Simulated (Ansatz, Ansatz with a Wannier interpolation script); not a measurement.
# PtS2 (1T monolayer): quasiparticle bands by Wannier interpolation, part 2 of 2

G0W0 gives levels on a mesh alone; what do the bands of PtS2 (1T monolayer) look like between the points?

Ansatz 0.2.0; PBEsol, Wannier functions and G0W0, plane waves, PAW. Known limits of the many-body steps: not at the basis limit; no spin polarisation; d states lean on the start; no spin-orbit coupling.

So far. Step 3 (Wannier functions (Pt:5d S:3p) on 24×24×1): Near the gap the model misses directly solved bands by 0.0 meV r.m.s. and by 0 meV at most in the window tested. This tests the starting bands, not the corrections carried with them. Step 4 (G0W0 at every point of the mesh: 12×12×1 mesh, 494 …): The gap on the mesh goes from 1.78 eV to 2.85 eV, a correction of +1.07 eV. Between the two edge states, bare exchange in place of the xc potential would open the gap by 5.93 eV, and correlation takes back 4.86 eV.

### 5. Interpolating the corrections

A script adds the corrections, carried to the Wannier functions and back, to the PBEsol levels, along the path and on a 26×26×1 mesh.

| Quantity | Value |
| --- | --- |
| G0W0 gap over the zone | 2.826 eV |
| starting gap over the zone | 1.768 eV |
| least direct G0W0 gap | 2.979 eV |
| G0W0 gap on the mesh | 2.848 eV |
| valence width, start | 6.603 eV |
| valence width, G0W0 | 6.535 eV |
| gap by a rigid shift | 2.833 eV |

Levels solved directly plus the interpolated quasiparticle correction. Limits: finite bands, cutoff and mesh; gap short on this mesh; no spin polarisation; d states lean on the start; no spin-orbit coupling. The quasiparticle bands at the labelled points (eV, zero at the valence-band top of each set):

```tsv
point	band 12	band 13	band 14	band 15	band 16
Γ	-0.78	-0.77	-0.25	-0.25	4.45
halfway	-2.00	-0.42	-0.40	-0.17	2.85
M	-2.12	-2.09	-1.63	-1.48	4.03
halfway	-2.30	-2.25	-1.16	-0.77	3.43
K	-2.52	-2.41	-0.73	-0.73	3.29
halfway	-2.07	-0.83	-0.50	0.00	3.18
Γ	-0.78	-0.77	-0.25	-0.25	4.45
```

The same for PBEsol:

```tsv
point	band 12	band 13	band 14	band 15	band 16
Γ	-0.79	-0.72	-0.29	-0.29	3.32
M	-2.22	-2.12	-1.75	-1.44	2.91
K	-2.61	-2.36	-0.75	-0.75	2.18
Γ	-0.79	-0.72	-0.29	-0.29	3.32
```

The density of states has structure finer than the step of the table below, so its rows give means over 0.5 eV, whole bins alone (the curve runs from -8 to 3.3 eV). Peaks (eV: height): G0W0 -5.30: 5.57, -4.70: 3.16, -3.80: 3.88, -2.10: 6.20, -1.30: 3.15, -0.20: 4.76, 3.10: 3.23; PBEsol -5.30: 5.72, -4.70: 3.26, -3.80: 4.72, -2.20: 6.34, -0.20: 4.70, 2.00: 3.29, 2.70: 4.06.

Wannier model on a dense mesh, Gaussian width 0.15 eV. Limits: finite bands, cutoff and mesh; gap short on this mesh; no spin polarisation; d states lean on the start; no spin-orbit coupling. Density of states against energy, zero at the valence-band top of each set; means over each step; values in states/eV/cell:

```tsv
energy (eV)	G0W0	PBEsol
-7.5	0	0
-7.0	0.00388	0.0133
-6.5	0.583	0.691
-6.0	1.69	1.96
-5.5	4.31	4.51
-5.0	3.15	2.72
-4.5	2.12	2.06
-4.0	2.82	3.27
-3.5	3.42	3.32
-3.0	1.59	1.22
-2.5	1.38	1.97
-2.0	4.07	3.60
-1.5	2.28	2.13
-1.0	2.67	2.65
-0.5	3.43	3.44
0.0	2.47	2.42
0.5	0.00967	0.00887
1.0	0	0
1.5	0	0.132
2.0	0	2.45
2.5	0.0521	3.18
3.0	2.09	2.14
```

Corrections by starting level (eV, on the run's own energy scale, so only their differences matter):

```tsv
start	correction
-6.60	−0.32
-5.67	−0.34
-5.38	−0.38
-5.07	−0.42
-4.34	−0.37
-3.79	−0.32
-3.31	−0.30
-2.37	−0.28
-2.14	−0.32
-1.46	−0.40
-0.84	−0.38
-0.39	−0.37
-0.12	−0.38
-0.03	−0.38
1.78	+0.67
2.18	+0.72
2.68	+0.74
3.32	+0.72
```

### 6. PBEsol+SOC bands, for comparison

The many-body steps leave out spin-orbit coupling, so its effect is taken from a two-component run, with twice the bands.

This step: DFT, PBEsol with spin-orbit coupling, plane waves, PAW.

Contents of input.yaml:

```yaml
crystal:
  lattice:
    - [3.5376757143, 0.0, 0.0]
    - [-1.7688378572, 3.063717039, 0.0]
    - [0.0, 0.0, 28.1]
  atoms:
    - { symbol: Pt, position: [0.0, 0.0, 0.5] }
    - { symbol: S, position: [0.3333333333, 0.6666666667, 0.5432417435] }
    - { symbol: S, position: [0.6666666667, 0.3333333333, 0.4567582565] }
  periodic: [true, true, false]
kpoints:
  mp_grid: { grid: [12, 12, 1] }
  band_path:
    path:
      - [0, 0, 0]
      - [0.5, 0, 0]
      - [0.3333333333333, 0.3333333333333, 0]
      - [0, 0, 0]
    npoints: 10
hamiltonian:
  xc: pbesol
scf:
  occupations: { method: fermi_dirac, width: 0.02 }
  n_extra_bands: 10
magnetization:
  noncollinear: true
  spin_orbit: true
output:
  eigenvalues: true
  forces: true
  stress: true
```

Run with:

```bash
$ ansatz run input.yaml --threads 12 --pin off --max-ram 27648MiB --backend cpu --events-out ev --progress --plain --runs-dir out
```

Numbers of over 12 decimals in the logs are rounded to 6 here.

The program printed:

```text
[...]
non-collinear run that drives no moment, with spin-orbit: no starting moment large enough to seed its density (crystal.atoms[].spin), no starting occupations that ask for one, no magnetisation constraint and no magnetic field, so the semilocal B_xc is pinned to zero
Crystal: 3 atoms, lattice volume = 304.560 Å³
Basis set: ecut = 420 eV, 5919 PW (Γ), exchange–correlation on 48×48×384 points (8 copies of the dense FFT grid, shifted against one another)
Bands: 40, of which v1, the nominal top of the filled ones, is band 30 counted from 1 (29 counted from 0)
Symmetry: 12 space group operations + 12 with time reversal
[...]
k-points: 19 of 144
Projection manifold: j_resolved (fully-relativistic pseudo-atomic orbitals)
[...]
SCF iter   1: F=—  HF=-14190.170447 eV  |F-HF|=—  |Δ(HF+E_count)|=         —  Δρ=4.44e-2  dr2=6.85e0  dr2_m=0.00e0 (ungated)  ethr=3.10e-3  |M|=0.00e0 ∫|m|=0.00e0 μB  |m|>n=0.0e0 m-floor=0.0e0 τ_xc=0.0e0  β_m=0.30  ⟨swp⟩=20.4  Hψ=3670  notcnv=0
[...]
SCF iter   9: F=-14188.800254 eV  HF=-14188.800254 eV  |F-HF|=1.74e-9  |Δ(HF+E_count)|=   1.72e-7  Δρ=2.88e-6  dr2=1.07e-8  dr2_m=0.00e0 (ungated)  ethr=3.33e-10  |M|=0.00e0 ∫|m|=0.00e0 μB  |m|>n=0.0e0 m-floor=0.0e0 τ_xc=0.0e0  ⟨swp⟩=24.2  Hψ=2980  notcnv=0
SCF 1 converged in 9 iterations: F = -14188.800254 eV  dr2 = 1.07e-8
[...]
SCF converged after 9 iterations
Magnetization: |M| = 0.0000 μB,  M = (+0.0000, +0.0000, +0.0000) μB
Absolute magnetization: 0.0000 μB (∫|m|)
  site 0: m = (+0.0000, +0.0000, +0.0000) μB, |m| = 0.0000 μB  (R = 0.98 Å)
  site 1: m = (+0.0000, +0.0000, +0.0000) μB, |m| = 0.0000 μB  (R = 0.98 Å)
  site 2: m = (+0.0000, +0.0000, +0.0000) μB, |m| = 0.0000 μB  (R = 0.98 Å)
Free energy (F): -14188.800254 eV
[...]
Internal energy: -14188.800254 eV  (E = F + TS)
E sigma→0 (E₀):  -14188.800254 eV
Fermi energy:    -5.404158 eV
[...]
--- Forces (eV/Å), atoms counted from 1 ---
  atom   1  Pt    -0.00000000     0.00000000     0.00000000
  atom   2  S     -0.00000000     0.00000000     0.03070318
  atom   3  S      0.00000000    -0.00000000    -0.03070318
  max |Σ_I F_I| component: 1.04e-17 eV/Å
--- 2D stress c σ (N/m, compression-positive) ---
       -0.040336      -0.000000       0.000000
        0.000000      -0.040336       0.000000
        0.000000       0.000000       0.000000
  P = ½ c Tr σ = -0.0403 N/m
--- Band table (eV; the first three rows and the last of 19) ---
  k-point 0: bands = [... 26 lower, -6.7790, -6.7790, -6.5515, -6.5515, -3.1650, -3.1650, -2.8935, -2.8935, ... 6 higher]
  k-point 1: bands = [... 26 lower, -6.6747, -6.6747, -6.3935, -6.3935, -3.5356, -3.5356, -3.1140, -3.1140, ... 6 higher]
  k-point 2: bands = [... 26 lower, -6.5827, -6.5827, -6.3054, -6.3054, -4.2764, -4.2764, -3.3814, -3.3814, ... 6 higher]
  k-point 18: bands = [... 26 lower, -7.1706, -7.1706, -7.0010, -7.0010, -4.1929, -4.1929, -4.1016, -4.1016, ... 6 higher]
  ° read free of the cell's end (the report's vacuum.weakly_bound_levels)
```

Run time: 10 s. Hardware: 12 threads of Intel Xeon 6975P-C (Granite Rapids), shared host; peak memory 2.3 GiB; 1.7 min of CPU time.

This step gave:

```
filled bands         : 30
gap                  : 1.753 eV
valence top at       : k = (0.167, 0.167, 0.000)
conduction bottom at : k = (0.000, 0.250, 0.000)
least direct gap     : 1.860 eV
```

The gap stands −0.03 eV against PBEsol.

Electronic bands along the path, in eV, zero at the top of the highest nominally filled band:

```tsv
point	band 27	band 28	band 29	band 30	band 31	band 32	band 33	band 34
Γ	-0.49	-0.49	-0.26	-0.26	3.12	3.12	3.39	3.39
halfway	-0.39	-0.39	-0.12	-0.12	1.75	1.75	2.80	2.80
M	-1.58	-1.58	-1.49	-1.49	2.81	2.81	3.09	3.09
halfway	-1.21	-1.21	-0.81	-0.81	2.26	2.26	2.67	2.67
K	-0.88	-0.88	-0.71	-0.71	2.10	2.10	2.19	2.19
halfway	-0.60	-0.60	0.00	0.00	2.04	2.04	2.18	2.18
Γ	-0.49	-0.49	-0.26	-0.26	3.12	3.12	3.39	3.39
```

### 7. HSE06 bands, for comparison

This step: DFT, HSE06, plane waves, PAW.

input.yaml, as its differences from that of step 6:

```diff
@@ -11,3 +11,3 @@
 kpoints:
-  mp_grid: { grid: [12, 12, 1] }
+  mp_grid: { grid: [6, 6, 1] }
   band_path:
@@ -20,12 +20,7 @@
 hamiltonian:
-  xc: pbesol
+  xc: hse06
 scf:
-  occupations: { method: fermi_dirac, width: 0.02 }
-  n_extra_bands: 10
-magnetization:
-  noncollinear: true
-  spin_orbit: true
+  occupations: { method: fixed }
+  n_extra_bands: 5
 output:
   eigenvalues: true
-  forces: true
-  stress: true
```

The program printed:

```text
[...]
davidson cushion auto → on  (no smearing: the cushion is to keep the highest requested band from converging to the state above it; pin scf.eigensolver.cushion to override)
Crystal: 3 atoms, lattice volume = 304.560 Å³
Basis set: ecut = 420 eV, 5919 PW (Γ)
Bands: 20, of which v1, the nominal top of the filled ones, is band 15 counted from 1 (14 counted from 0)
Symmetry: 12 space group operations
[...]
k-points: 7 of 36
[...]
SCF iter   1: F=—  HF=-14328.232874 eV  |F-HF|=—  |Δ(HF+E_count)|=         —  Δρ=1.87e-3  dr2=8.07e-3  ethr=1.77e-3  ⟨swp⟩=14.4  Hψ=811  notcnv=0
[...]
SCF iter   4: F=-14328.232988 eV  HF=-14328.233003 eV  |F-HF|=1.46e-5  |Δ(HF+E_count)|=   4.39e-5  Δρ=2.86e-4  dr2=1.84e-4  ethr=4.37e-6  ⟨swp⟩=3.7  Hψ=331  notcnv=0  defer=1
SCF 1 stopped early in 4 iterations: F = -14328.232988 eV  dr2 = 1.84e-4
[...]
Exchange kernel: α = 0.2500, screened, ω = 0.2079 Å⁻¹, Wigner–Seitz truncation, v(0) = 1046.1523 eV·Å³, q-mesh 6×6×1, nearest image of the exchange supercell L = 21.23 Å, pair-density grid 18×18×125, without the augmentation charges, whose exchange is taken in its separable form by FFT convolution over the k-point mesh (sized by the pseudopotential files, 24×24×192 at the most), smooth part of the exact exchange by density-matrix convolution
Frozen-core exchange: fock
SCF iter   1: F=—  HF=-14331.532751 eV  |F-HF|=—  |Δ(HF+E_count)|=         —  Δρ=3.22e-3  dr2=1.37e-2  ethr=6.13e-6  ⟨swp⟩=12.4  Hψ=764  notcnv=0
[...]
SCF iter   8: F=-14331.541526 eV  HF=-14331.541526 eV  |F-HF|=6.22e-8  |Δ(HF+E_count)|=   6.11e-6  Δρ=1.34e-5  dr2=3.25e-6  ethr=2.82e-8  ⟨swp⟩=3.4  Hψ=398  notcnv=0  defer=3
SCF 2 stopped early in 8 iterations: F = -14331.541526 eV  dr2 = 3.25e-6
hybrid outer 1: dexx = +1.628e-2 eV, tail = 4.53e-5 eV
[...]
Frozen-core exchange: fock
SCF iter   1: F=—  HF=-14331.541586 eV  |F-HF|=—  |Δ(HF+E_count)|=         —  Δρ=5.01e-5  dr2=2.94e-6  ethr=7.54e-7  ⟨swp⟩=4.1  Hψ=367  notcnv=0
[...]
SCF iter   3: F=-14331.541586 eV  HF=-14331.541587 eV  |F-HF|=4.41e-8  |Δ(HF+E_count)|=   8.25e-7  Δρ=4.64e-6  dr2=5.84e-8  ethr=3.40e-10  ⟨swp⟩=5.1  Hψ=498  notcnv=0  defer=10
SCF 3 converged in 3 iterations: F = -14331.541586 eV  dr2 = 5.84e-8
hybrid outer 2: dexx = +1.495e-6 eV, tail = 1.56e-7 eV, Δε = 3.35e-3 eV (about 1.95e-4 eV left of the loop's levels)
[...]
hybrid SCF converged: 2 outer / 11 inner (+4 warm-up), last move |dexx| = 1.50e-6 eV, tail = 1.56e-7 eV
Stability not checked: this state was not tested for a lower state beside it, because the functional holds exact exchange (a hybrid, or Hartree-Fock), whose exchange loop this test does not read (fock_operator; see scf.lower_state_search)
Free energy (F): -14331.541587 eV
Frozen-core exchange: fock
[...]
Internal energy: -14331.541587 eV  (E = F + TS)
E sigma→0 (E₀):  -14331.541587 eV
Fermi energy:    -7.016272 eV
[...]
--- Band table (eV; the first three rows and the last of 7) ---
  k-point 0: bands = [... 11 lower, -8.1189, -7.6370, -7.1818, -7.1818, -2.7355, -2.7355, -0.6496, -0.4073, ... 1 higher]
  k-point 1: bands = [... 11 lower, -9.0591, -7.2156, -7.2027, -7.1656, -4.0586, -3.0915, -0.0453, 0.0870, ... 1 higher]
  k-point 2: bands = [... 11 lower, -9.5774, -8.3898, -8.0552, -7.5372, -3.9171, -3.1142, -0.1591, 1.3491, ... 1 higher]
  k-point 6: bands = [... 11 lower, -10.3209, -9.4226, -8.0838, -8.0838, -3.8774, -3.8774, 1.3167, 3.1452, ... 1 higher]
  the weakly bound empty levels are not read free of the cell's end (exact_exchange)
```

The job ended after 67 s (12 threads; peak memory 3.8 GiB).

Numbers from this step:

```
filled bands         : 15
gap                  : 2.674 eV
valence top at       : k = (0.167, 0.167, 0.000)
conduction bottom at : k = (0.250, 0.000, 0.000)
least direct gap     : 2.834 eV
```

The gap stands +0.89 eV against PBEsol.

### 8. Summary of results

| Property | Result |
| --- | --- |
| PBEsol gap | 1.77 eV |
| G0W0 gap over the zone | 2.83 eV, indirect |
| least direct G0W0 gap, in the model | 2.98 eV |
| with the spin-orbit change | 2.80 eV |
| GW settings | 12×12×1 mesh, 494 empty bands, screening to 80 eV |
| known limits | not at the basis limit; no spin polarisation; d states lean on the start; no spin-orbit coupling |

In words: The Wannier model follows the PBEsol bands to under 1 meV r.m.s. near the gap. The G0W0 gap over the zone is 2.83 eV, indirect, from k = (0.176, 0.176, 0.000) to k = (0.233, 0.001, 0.000); on the mesh alone it is 2.85 eV, and a rigid shift of the PBEsol bands would give 2.83 eV. The valence width in the model goes from 6.60 eV to 6.54 eV. PBEsol+SOC gives a gap of 1.75 eV on the same path, a spin-orbit change of −0.03 eV that would bring the G0W0 gap to 2.80 eV. HSE06 gives a gap of 2.67 eV on the same path. Bands and cutoff are finite, so the gap is not at the basis limit. The miss can reach some tenths of an eV and take either sign; the mesh is an error of its own. Above the frozen window of the model the interpolated levels need not meet the computed ones, even at points of the mesh. The runs have no spin polarisation. For a closed low-spin shell that is the natural state; where a d or f shell is open it is a constraint, and the gap is then not the crystal's own. With d states at the gap, one-shot GW leans hard on its start.

[Paths, hosts, dates, memory and timing lines, banners, echoed tables and standing remarks are left out of the program output.]

[Logs are printed without paths, hosts, clocks, repeated set-up lines and the standing remarks that a program may print on its own settings, such as how far it seeks lower states.]

[Runs of the session that timed out or met a known fault of the program may be left out.]

[Hosts, paths, dates, database ids (printed as entryN), source tags and the programs' standing remarks are cut or masked in the printed files.]
